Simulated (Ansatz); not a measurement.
# BS4N (model structure): optical spectrum from first principles, part 2 of 2

Aim: the dielectric function of BS4N (model structure), and the optical constants that follow from it. The structure is a model built here, which may or may not match a known phase. It was built so: All O replaced by S and P replaced by N in the I-4 structure of BPO4.

Ansatz 0.2.0; DFT, PBE, plane-wave PAW, default files, scalar-relativistic, independent-particle optical response without local fields.

So far: Set-up; Relaxation. The relaxed cell has a = 5.161, c = 7.502 Å (conventional setting).

## 3. Ground state and bands

The self-consistent density comes first; it also tells whether there is a gap, which decides the occupations and the need for a Drude term.

This step: DFT, PBE, plane-wave PAW, default files, scalar-relativistic, ground state (Ansatz 0.2.0).

input.yaml reads:

```yaml
crystal:
  lattice:
    - [-2.5807285247, 2.5807285247, 3.7509739248]
    - [2.5807285247, -2.5807285247, 3.7509739248]
    - [2.5807285247, 2.5807285247, -3.7509739248]
  atoms:
    - { symbol: S, position: [0.0615851343, 0.6306324476, 0.9591168123] }
    - { symbol: S, position: [0.897531678, 0.9384148657, 0.5690473133] }
    - { symbol: S, position: [0.6715156353, 0.102468322, 0.0408831877] }
    - { symbol: S, position: [0.3693675524, 0.3284843647, 0.4309526867] }
    - { symbol: "N", position: [0.0, 0.0, 0.0] }
    - { symbol: B, position: [0.75, 0.25, 0.5] }
kpoints:
  mp_grid: { grid: [6, 6, 6] }
  band_path:
    path:
      - [[0.0, 0.0, 0.0], [0.0, 0.0, 0.5], [-0.23668272, 0.23668272, 0.5], [-0.36834136, 0.36834136, 0.36834136], [0.0, 0.0, 0.0], [0.5, 0.5, -0.5], [0.36834136, 0.63165864, -0.36834136], [0.0, 0.5, 0.0], [0.25, 0.25, 0.25], [0.5, 0.5, -0.23668272], [0.5, 0.5, -0.5]]
      - [[0.0, 0.0, 0.5], [0.25, 0.25, 0.25]]
    npoints: 6
scf:
  occupations: { method: fermi_dirac, width: 0.05 }
  n_extra_bands: 10
hamiltonian:
  xc: pbe
  pseudopotentials: { kind: paw }
output:
  forces: true
  stress: true
  populations: true
  write_bands: true
```

Run with:

```bash
$ ansatz run input.yaml --threads 2 --pin off --max-ram 5120MiB --backend cpu --events-out ev --progress --plain --runs-dir out
```

Numbers of over 12 decimals in the logs are rounded to 6 here.

The program printed:

```text
[...]
Crystal: 6 atoms, lattice volume = 99.928 Å³
Basis set: ecut = 420 eV, 1957 PW (Γ), exchange–correlation on 72×72×72 points (8 copies of the dense FFT grid, shifted against one another)
Bands: 26, of which v1, the nominal top of the filled ones, is band 16 counted from 1 (15 counted from 0)
Symmetry: 4 space group operations
[...]
k-points: 36 of 216 (time reversal used)
[...]
SCF iter   1: F=—  HF=-4145.718662 eV  |F-HF|=—  |Δ(HF+E_count)|=         —  Δρ=6.31e-3  dr2=6.71e-2  ethr=1.77e-3  ⟨swp⟩=6.1  Hψ=4842  notcnv=0  defer=28
[...]
SCF iter   6: F=-4145.703576 eV  HF=-4145.703576 eV  |F-HF|=3.16e-8  |Δ(HF+E_count)|=   5.65e-7  Δρ=7.44e-6  dr2=3.26e-8  ethr=3.13e-10  ⟨swp⟩=10.5  Hψ=5257  notcnv=0
SCF 1 converged in 6 iterations: F = -4145.703576 eV  dr2 = 3.26e-8
[...]
NSCF: frozen V_eff on 68 k-points
SCF converged after 6 iterations
Free energy (F): -4145.703576 eV
[...]
Internal energy: -4145.702405 eV  (E = F + TS)
E sigma→0 (E₀):  -4145.702990 eV
Entropy (-TS):   -0.001171 eV (-0.195 meV/atom)
Fermi energy:    5.563288 eV
[...]
--- Forces (eV/Å), atoms counted from 1 ---
  atom   1  S     -0.00075327     0.00135487    -0.00041556
  atom   2  S     -0.00135487    -0.00075327     0.00041556
  atom   3  S      0.00075327    -0.00135487    -0.00041556
  atom   4  S      0.00135487     0.00075327     0.00041556
  atom   5  N     -0.00000000     0.00000000     0.00000000
  atom   6  B      0.00000000    -0.00000000     0.00000000
  max |Σ_I F_I| component: 2.74e-16 eV/Å
--- Stress (GPa, compression-positive) ---
        0.002577      -0.000002      -0.000000
        0.000002       0.002577      -0.000000
       -0.000000      -0.000000       0.000829
  P = ⅓ Tr σ = 0.0020 GPa (0.020 kbar)
--- Band table (eV; the first three rows and the last of 36) ---
  k-point 0: bands = [... 12 lower, 3.3103, 4.7431, 4.7431, 5.2668, 7.4893, 7.8785, 8.6437, 8.6437, ... 6 higher]
  k-point 1: bands = [... 12 lower, 3.6397, 4.2871, 4.5396, 4.9290, 7.6430, 7.8513, 8.6587, 8.8799, ... 6 higher]
  k-point 2: bands = [... 12 lower, 4.0375, 4.1921, 4.4291, 4.7540, 7.5120, 8.1025, 8.6731, 9.0691, ... 6 higher]
  k-point 35: bands = [... 12 lower, 3.1344, 3.2694, 5.3117, 5.3117, 5.5994, 8.5373, 8.5373, 9.8482, ... 6 higher]
--- Löwdin populations: 6 sites ---
  site symbol       q [e]
     0      S      5.7541
     1      S      5.7541
     2      S      5.7541
     3      S      5.7541
     4      N      5.3067
     5      B      3.3458
  spilling = 0.010352 (of n_electrons = 32.000000)
```

Run time: 8.2 s. Hardware: 2 threads of Arm Neoverse V2, shared host; peak memory 0.39 GiB; 16 s of CPU time.

In the SCF lines HF is the Harris–Foulkes energy and dr2 the Hartree energy of the density residual, in eV; the loop may stop once dr2 is under the threshold and the program's other checks hold. Hψ counts applications of the Hamiltonian.

Read-outs, printed or worked out from the files:

- free energy: -4145.7036 eV
- Fermi energy: 5.563 eV
- gap by band count: 0.1870 eV
- electrons: 32
- symmetry operations: 4
- pressure: 0.001995 GPa
- volume: 99.93 Å³
- gap on the path: 0.1590 eV
- least direct gap on the path: 0.2878 eV

There is a gap, 0.16 eV on the path, so no carriers' term is needed. The cell is left with a pressure of 0.0 GPa after its relaxation.

The electronic bands at the labelled points (eV, zero at the Fermi level; v1 is the highest filled band, c1 the lowest empty one):

| point | v4 | v3 | v2 | v1 | c1 | c2 | c3 | c4 |
| --- | --- | --- | --- | --- | --- | --- | --- | --- |
| Γ | -2.25 | -0.82 | -0.82 | -0.30 | 1.93 | 2.31 | 3.08 | 3.08 |
| halfway | -1.64 | -1.34 | -1.05 | -0.99 | 2.08 | 2.36 | 3.12 | 3.46 |
| X | -1.69 | -1.14 | -1.01 | -0.45 | 1.74 | 2.74 | 3.05 | 3.50 |
| halfway | -1.77 | -1.35 | -0.75 | -0.41 | 1.51 | 2.81 | 2.96 | 3.62 |
| Y | -1.99 | -1.69 | -0.47 | -0.33 | 0.92 | 2.81 | 2.98 | 3.93 |
| halfway | -2.15 | -1.90 | -0.46 | -0.22 | 0.62 | 2.88 | 2.93 | 4.09 |
| S | -2.39 | -1.72 | -0.58 | -0.12 | 0.49 | 2.76 | 2.99 | 4.17 |
| halfway | -1.67 | -1.27 | -1.22 | -0.58 | 1.64 | 2.40 | 3.25 | 3.54 |
| Γ | -2.25 | -0.82 | -0.82 | -0.30 | 1.93 | 2.31 | 3.08 | 3.08 |
| halfway | -2.64 | -1.46 | -0.80 | -0.80 | 0.87 | 3.16 | 3.16 | 3.51 |
| Z | -2.43 | -2.29 | -0.25 | -0.25 | 0.04 | 2.97 | 2.97 | 4.29 |
| halfway | -2.31 | -2.19 | -0.36 | -0.19 | 0.17 | 2.90 | 2.98 | 4.32 |
| S1 | -2.39 | -1.72 | -0.58 | -0.12 | 0.49 | 2.76 | 2.99 | 4.17 |
| halfway | -2.16 | -1.24 | -0.74 | -0.33 | 0.94 | 2.78 | 2.99 | 3.90 |
| N | -1.82 | -1.42 | -0.65 | -0.53 | 1.26 | 2.75 | 3.39 | 3.55 |
| halfway | -1.64 | -1.33 | -0.75 | -0.59 | 1.33 | 2.82 | 3.12 | 3.47 |
| P | -1.41 | -1.26 | -0.81 | -0.76 | 1.65 | 2.84 | 2.86 | 3.27 |
| halfway | -1.67 | -1.32 | -0.75 | -0.51 | 1.45 | 2.82 | 2.95 | 3.54 |
| Y1 | -1.99 | -1.69 | -0.47 | -0.33 | 0.92 | 2.81 | 2.98 | 3.93 |
| halfway | -2.36 | -2.10 | -0.31 | -0.27 | 0.29 | 2.85 | 3.01 | 4.27 |
| Z | -2.43 | -2.29 | -0.25 | -0.25 | 0.04 | 2.97 | 2.97 | 4.29 |
| jump to X | -1.69 | -1.14 | -1.01 | -0.45 | 1.74 | 2.74 | 3.05 | 3.50 |
| halfway | -1.58 | -1.17 | -0.96 | -0.55 | 1.70 | 2.78 | 2.96 | 3.39 |
| P | -1.41 | -1.26 | -0.81 | -0.76 | 1.65 | 2.84 | 2.86 | 3.27 |

## 4. Spectrum

The spectrum is a sum over vertical transitions between filled and empty bands at the fixed density, so many empty bands are needed.

This step: DFT, PBE, plane-wave PAW, default files, scalar-relativistic, independent-particle optical response without local fields (Ansatz 0.2.0).

input.yaml, the sections that differ from step 3:

```yaml
kpoints:
  mp_grid: { grid: [6, 6, 6] }
scf:
  occupations: { method: gaussian, width: 0.02 }
output:
  optics:
    e_range: [0, 20]
    de: 0.05
    sigma: 0.1
    nscf_kmesh: { grid: [8, 8, 8] }
    bands: auto
# crystal, hamiltonian: as in step 3
```

The program printed:

```text
[...]
Crystal: 6 atoms, lattice volume = 99.928 Å³
Basis set: ecut = 420 eV, 1957 PW (Γ)
Bands: 22, of which v1, the nominal top of the filled ones, is band 16 counted from 1 (15 counted from 0)
Symmetry: 4 space group operations
[...]
k-points: 36 of 216 (time reversal used)
[...]
SCF iter   1: F=—  HF=-4145.718321 eV  |F-HF|=—  |Δ(HF+E_count)|=         —  Δρ=6.36e-3  dr2=6.79e-2  ethr=1.77e-3  ⟨swp⟩=6.3  Hψ=4304  notcnv=0
[...]
SCF iter   9: F=-4145.703248 eV  HF=-4145.703248 eV  |F-HF|=6.37e-12  |Δ(HF+E_count)|=  1.79e-10  Δρ=7.40e-8  dr2=8.16e-12  ethr=1.00e-12  ⟨swp⟩=8.1  Hψ=2865  notcnv=0
SCF 1 converged in 9 iterations: F = -4145.703248 eV  dr2 = 8.16e-12
[...]
output.optics: what the bands over the 77 summed would add to eps1, eps2 and the energy-loss function is held between a lower and an upper bound (7 Lanczos steps). eps1, eps2 and their loss function (loss_summed_bands) are given on every row as the summed bands alone make them. Along an axis, on a row where the two bounds hold the loss function to about 1 % of the greater of itself and 0.5 % of |1/eps|, its cell (loss_completed) is given, with the completed eps1 and eps2 that it is formed of (a cell that is left empty reads nan in the table and null in the record). The two bounds hold it so along every axis on all 401 rows up to 20.000 eV. [rest of the remark cut]
SCF converged after 9 iterations
Free energy (F): -4145.703248 eV
[...]
Internal energy: -4145.703248 eV  (E = F + TS)
E sigma→0 (E₀):  -4145.703248 eV
Fermi energy:    5.507465 eV
[...]
--- Band table (eV; the first three rows and the last of 36) ---
  k-point 0: bands = [... 12 lower, 3.3107, 4.7434, 4.7434, 5.2669, 7.4890, 7.8784, 8.6434, 8.6434, ... 2 higher]
  k-point 1: bands = [... 12 lower, 3.6400, 4.2874, 4.5399, 4.9292, 7.6427, 7.8512, 8.6583, 8.8797, ... 2 higher]
  k-point 2: bands = [... 12 lower, 4.0378, 4.1924, 4.4294, 4.7544, 7.5118, 8.1021, 8.6728, 9.0688, ... 2 higher]
  k-point 35: bands = [... 12 lower, 3.1347, 3.2695, 5.3121, 5.3121, 5.5992, 8.5370, 8.5370, 9.8481, ... 2 higher]
```

Elapsed: 1.8 min, on 2 threads; peak memory 1.5 GiB; 3.6 min of CPU time.

Read-outs, printed or worked out from the files:

- electronic dielectric constant ε∞, mean over x, y and z (by symmetry where fewer were run): 10.48
- absorption onset, first axis (α over 10⁴ cm⁻¹, or the direct gap if that lies higher): 0.9500 eV
- main peak of Im epsilon, first axis: 4.276 eV
- photocurrent from vertical transitions in a film 500 nm thick on a perfect mirror (two passes), AM1.5G, no front reflection, all carriers collected: 55.15 mA/cm²
- least direct gap on the mesh: 0.2870 eV
- bands summed: 77
- spectra valid up to: 33.53 eV
- program's estimate of the k-sum error in Im epsilon: 0.18 %
- electrons in the f-sum: 26.35

The Im ε has structure finer than the step of the table below, so its rows give means over 0.5 eV, whole bins alone (the curve runs from 0 to 20 eV). Peaks (eV: height): E ∥ x or y 2.25: 7.52, 3.55: 11.7, 4.30: 13.2, 6.35: 9.25, 7.70: 7.45, 9.80: 6.61; E ∥ z 3.00: 6.98, 4.40: 11.3, 5.70: 9.95, 9.75: 7.17.

Table of Im ε by photon energy; means over each step:

```csv
photon energy (eV),E ∥ x or y,E ∥ z
0.5,0.611,0.878
1.0,0.778,1.50
1.5,2.36,2.04
2.0,5.50,3.40
2.5,5.93,5.86
3.0,7.73,6.75
3.5,10.2,5.91
4.0,9.63,8.56
4.5,9.44,9.24
5.0,5.40,5.78
5.5,5.17,7.08
6.0,7.43,7.51
6.5,8.24,5.92
7.0,5.62,5.28
7.5,6.52,3.64
8.0,6.29,4.03
8.5,5.13,5.17
9.0,5.28,5.10
9.5,5.89,5.37
10.0,5.62,6.13
10.5,3.63,4.20
11.0,3.14,3.65
11.5,3.08,2.60
12.0,2.80,2.06
12.5,2.41,1.90
13.0,2.19,1.87
13.5,1.69,1.89
14.0,1.47,1.80
14.5,1.28,1.51
15.0,1.11,1.50
15.5,0.956,1.29
16.0,0.792,1.20
16.5,0.757,1.25
17.0,0.670,1.12
17.5,0.581,0.868
18.0,0.497,0.674
18.5,0.417,0.515
19.0,0.373,0.499
19.5,0.343,0.429
```

Re ε against photon energy:

```csv
photon energy (eV),E ∥ x or y,E ∥ z
0,10.8,9.90
1,11.3,9.75
2,12.2,10.7
3,11.9,8.13
4,8.91,9.99
5,1.33,2.29
6,4.56,0.784
7,1.13,0.372
8,0.204,2.69
9,0.548,0.697
10,-2.60,-1.61
11,-1.65,-1.89
12,-1.49,-1.27
13,-1.56,-0.760
14,-1.42,-0.876
15,-1.06,-0.661
16,-0.815,-0.471
17,-0.628,-0.638
18,-0.474,-0.629
19,-0.275,-0.280
20,-0.154,-0.161
```

Loss function −Im 1/ε at q → 0 against energy loss; read off at these points:

```csv
energy loss (eV),E ∥ x or y,E ∥ z
0.0,0,0
0.5,0.00576,0.00899
1.0,0.00581,0.0155
1.5,0.0118,0.0163
2.0,0.0268,0.0251
2.5,0.0465,0.0458
3.0,0.0405,0.0608
3.5,0.0584,0.0650
4.0,0.0561,0.0500
4.5,0.113,0.0980
5.0,0.177,0.152
5.5,0.107,0.0945
6.0,0.0999,0.138
6.5,0.122,0.161
7.0,0.187,0.186
7.5,0.137,0.277
8.0,0.166,0.176
8.5,0.199,0.180
9.0,0.189,0.189
9.5,0.185,0.188
10.0,0.144,0.149
10.5,0.209,0.220
11.0,0.246,0.219
11.5,0.289,0.242
12.0,0.284,0.355
12.5,0.283,0.440
13.0,0.301,0.462
13.5,0.333,0.509
14.0,0.353,0.459
14.5,0.423,0.524
15.0,0.470,0.552
15.5,0.507,0.586
16.0,0.613,0.744
16.5,0.691,0.634
17.0,0.794,0.675
17.5,0.933,0.685
18.0,1.05,0.792
18.5,1.43,1.15
19.0,1.74,1.56
19.5,2.25,1.42
20.0,2.60,2.38
```

Values under 1 per cm are given as 1. Absorption coefficient against photon energy:

```
photon energy (eV)  E ∥ x or y (1/cm)  E ∥ z (1/cm)
             0.000                  1             1
             0.500               5012          7730
             1.000              11256         24412
             1.500              42704         43102
             2.000              1.3e5         94814
             2.500              2.1e5         2.4e5
             3.000              3.8e5         3.5e5
             3.500              6.0e5         3.3e5
             4.000              5.6e5         5.6e5
             4.500              9.9e5         9.6e5
             5.000              7.3e5         7.0e5
             5.500              5.5e5         6.5e5
             6.000              8.4e5         1.1e6
             6.500              1.3e6         9.5e5
             7.000              1.0e6         1.1e6
             7.500              1.2e6         8.7e5
             8.000              1.4e6         8.0e5
             8.500              1.4e6         1.2e6
             9.000              1.4e6         1.4e6
             9.500              1.6e6         1.2e6
            10.000              2.1e6         2.0e6
            10.500              1.9e6         1.8e6
            11.000              1.8e6         1.9e6
            11.500              1.7e6         1.9e6
            12.000              1.8e6         1.6e6
            12.500              1.9e6         1.5e6
            13.000              1.9e6         1.5e6
            13.500              1.9e6         1.5e6
            14.000              1.8e6         1.7e6
            14.500              1.8e6         1.6e6
            15.000              1.7e6         1.6e6
            15.500              1.7e6         1.7e6
            16.000              1.6e6         1.5e6
            16.500              1.6e6         1.7e6
            17.000              1.5e6         1.7e6
            17.500              1.4e6         1.7e6
            18.000              1.4e6         1.6e6
            18.500              1.2e6         1.4e6
            19.000              1.2e6         1.2e6
            19.500              1.1e6         1.3e6
            20.000              1.0e6         1.1e6
```

The refractive index n and extinction k by photon energy:

```csv
photon energy (eV),"n, E ∥ x or y","k, E ∥ x or y","n, E ∥ z","k, E ∥ z"
0,3.28,0,3.15,0
1,3.37,0.111,3.13,0.241
2,3.55,0.637,3.30,0.468
3,3.67,1.24,3.07,1.14
4,3.29,1.37,3.45,1.38
5,1.85,1.44,2.05,1.38
6,2.55,1.39,2.00,1.79
7,1.78,1.43,1.69,1.58
8,1.76,1.70,1.91,0.987
9,1.70,1.53,1.72,1.51
10,1.36,2.11,1.56,2.01
11,0.989,1.62,1.03,1.72
12,0.895,1.51,0.742,1.35
13,0.764,1.46,0.789,1.18
14,0.531,1.30,0.731,1.19
15,0.471,1.13,0.708,1.08
16,0.393,0.984,0.622,0.926
17,0.384,0.881,0.570,0.981
18,0.333,0.765,0.390,0.884
19,0.306,0.608,0.370,0.646
20,0.308,0.499,0.332,0.521
```

Optical constants at common wavelengths, from n + ik = √ε:

```csv
wavelength (nm),n xy,k xy,R (%) xy,1/α xy,n z,k z,R (%) z,1/α z
1064,3.43,0.142,30.1,594 nm,3.14,0.241,27.0,351 nm
633,3.50,0.649,32.3,78 nm,3.27,0.455,29.1,111 nm
532,3.29,1.092,32.9,39 nm,3.41,0.752,31.9,56 nm
405,3.49,1.363,36.6,24 nm,3.01,1.152,30.8,28 nm
365,3.36,1.511,36.9,19 nm,2.72,1.056,27.2,28 nm
248,1.85,1.444,27.5,14 nm,2.05,1.382,26.9,14 nm
193,2.26,1.966,37.6,7.8 nm,1.83,1.442,27.5,11 nm
```

Rows near the edge hang on the gap, which this functional as a rule makes too small, and phonon-assisted absorption is left out.

A polished face would reflect 33 % of daylight and look grey (CIE x = 0.315, y = 0.332 under D65).

The first strong peak, at 2.26 eV, fits the third-highest filled and the lowest empty band, which run nearly parallel at that distance over 100 % of Z–S1; the match rests on energies alone.

The f-sum over the summed bands holds 26.3 of the cell's 32 electrons outside the frozen cores. Up to 20 eV the strength has a mean oscillator energy of 5.8 eV, well above the main peak, so higher transitions carry much of it.

## 5. Outcome

```
gap on the path                                                                                                                                     : 0.159 eV
least direct gap on the path                                                                                                                        : 0.288 eV
electronic dielectric constant ε∞, mean over x, y and z (by symmetry where fewer were run) (independent particles)                                  : 10.5
absorption onset, first axis (α over 10⁴ cm⁻¹, or the direct gap if that lies higher)                                                               : 0.950 eV
main peak of Im epsilon, first axis                                                                                                                 : 4.28 eV
photocurrent from vertical transitions in a film 500 nm thick on a perfect mirror (two passes), AM1.5G, no front reflection, all carriers collected : 55.1 mA/cm²
```

**Reading.** At this level (PBE, independent particles) BS4N has a mean ε∞ = 10.5 and n = 3.31 at 1550 nm (E ∥ x); absorption sets in near 0.9 eV, and Im ε peaks at 4.3 eV (E ∥ x). The cell shrank by 15.3 % in volume. The gap is indirect (0.16 eV), so absorption without phonons can begin only at the direct gap of 0.29 eV. The absorption coefficient passes 10⁴ cm⁻¹ only at 0.95 eV, 0.66 eV above the least direct gap: the lowest transitions are weak or forbidden for this polarisation, or few states take part. Distinct maxima of Im ε, read by a parabola through the highest points, lie at 3.05 eV (9.6), 3.55 eV (12), 4.28 eV (13) and 6.35 eV (9.2) for E ∥ x or y. The static values by axis are 10.76 (xy), 9.90 (z). The first strong peak, at 2.26 eV, fits the third-highest filled and the lowest empty band, which run nearly parallel at that distance over 100 % of Z–S1; the match rests on energies alone. A polished face would reflect 33 % of daylight and look grey (CIE x = 0.315, y = 0.332 under D65). Excitons and phonon-assisted transitions are missing, and so are local fields; PBE gaps are as a rule too small, which pulls the onset down and ε∞ up. In the base run ε includes the program's bounded estimate of what the bands above those summed add.

[Logs are printed without paths, hosts, clocks, repeated set-up lines and the standing remarks that a program may print on its own settings, such as how far it seeks lower states.]

[Hosts, paths, dates, database ids (printed as entryN), source tags and the programs' standing remarks are cut or masked in the printed files.]
